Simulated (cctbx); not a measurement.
# A disordered crystal of nominal Te4Mo2W

Cell a = 14.4800 Å, b = 3.6120 Å, c = 6.7030 Å, α = 90.00°, β = 113.98°, γ = 90.00°; space group C2/m (no. 12); nominal formula Te4Mo2W.

The data are simulated with cctbx, not measured: Cu Kα, λ = 1.54184 Å, to d = 0.83 Å, 80 % of the full sphere, strongest reflection 5000 counts, noise from counting, a 3 % proportional error and a noise floor of 15 counts (s.d.); no absorption, and some extinction, which the refinements don't model.

With every site full:

```text
Rint 0.044, 338 unique reflections to 0.83 A
cycle     R1     wR2    GooF  max shift (A)
   1  0.0786  0.1544   3.145   0.00197
   2  0.0352  0.0705   1.435   0.00001
final R1 0.0352 wR2 0.0705 GooF 1.435  parameters 22  data/parameter 15.4
atom        x        y        z      Ueq    occ   su(xyz)  su(Uiso or U11)
W1     0.00000  0.00000  0.00000   0.0195  1.000  0.00000  0.0009
Te1    0.36047  0.00000  0.01994   0.0217  1.000  0.00026  0.0008
Te2    0.10523  0.00000  0.45417   0.0263  1.000  0.00028  0.0009
Mo1    0.24551  0.50000  0.68569   0.0352  1.000  0.00041  0.0014
difference map: max 2.09 min -3.48 rms 0.68
Q1    0.0000  0.0000  0.5000    2    2.09  1.67 A from Te2
Q2    0.1050  0.5000  0.8001    4    1.94  1.10 A from Te1
Q3    0.1014  0.0000  0.9388    4    1.90  1.68 A from W1
Q4    0.0637  0.1457  0.4232    8    1.79  0.76 A from Te2
Q5    0.0000  0.1090  0.0000    4    1.77  0.39 A from W1
Q6    0.2029  0.5000  0.8524    4    1.76  1.48 A from Mo1
```

With the occupancies of the suspect sites free, each still typed as its main element:

```text
Rint 0.044, 338 unique reflections to 0.83 A
cycle     R1     wR2    GooF  max shift (A)
   1  0.1154  0.2353   4.799   0.00053
   5  0.0271  0.0510   1.040   0.00001
final R1 0.0271 wR2 0.0509 GooF 1.039  parameters 23  data/parameter 14.7
atom        x        y        z      Ueq    occ   su(xyz)  su(Uiso or U11)
W1     0.00000  0.00000  0.00000   0.0208  1.000  0.00000  0.0007
Te1    0.36054  0.00000  0.02003   0.0232  1.000  0.00019  0.0006
Te2    0.10528  0.00000  0.45425   0.0278  1.000  0.00020  0.0007
Mo1    0.24544  0.50000  0.68568   0.0265  0.856  0.00030  0.0011
su of occupancy Mo1: 0.008
difference map: max 1.89 min -2.38 rms 0.54
Q1    0.2081  0.5000  0.8703    4    1.94  1.46 A from Te1
Q2    0.1101  0.5000  0.8069    4    1.89  1.06 A from Te1
Q3    0.0000  0.0000  0.5000    2    1.89  1.67 A from Te2
Q4    0.1659  0.0000  0.0328    4    1.72  1.80 A from Mo1
Q5    0.1314  0.3262  0.7172    8    1.62  1.83 A from Te1
Q6    0.1228  0.3487  0.4894    8    1.47  1.29 A from Te2
```

**Question.** What is the disorder?

X-rays count electrons. Mo1 refines to 0.856(0.008), or 36.0 electrons; the site truly holds 0.85 Mo, 35.7 electrons, which is 0.850 of Mo. A value under 1 can't tell vacancies from a lighter guest, and one over 1 needs a heavier guest; chemistry or a second radiation must settle which. Occupancy correlates with U and the scale, so the match is approximate.

Freeing them takes R1 from 0.0352 to 0.0271 and GooF from 1.44 to 1.04.

This is a model crystal, built by substitution and not relaxed, with assumed displacement parameters.

[Middle refinement cycles are left out of these outputs.]

[Logs are printed without paths, hosts, clocks, repeated set-up lines and the standing remarks that a program may print on its own settings, such as how far it seeks lower states.]
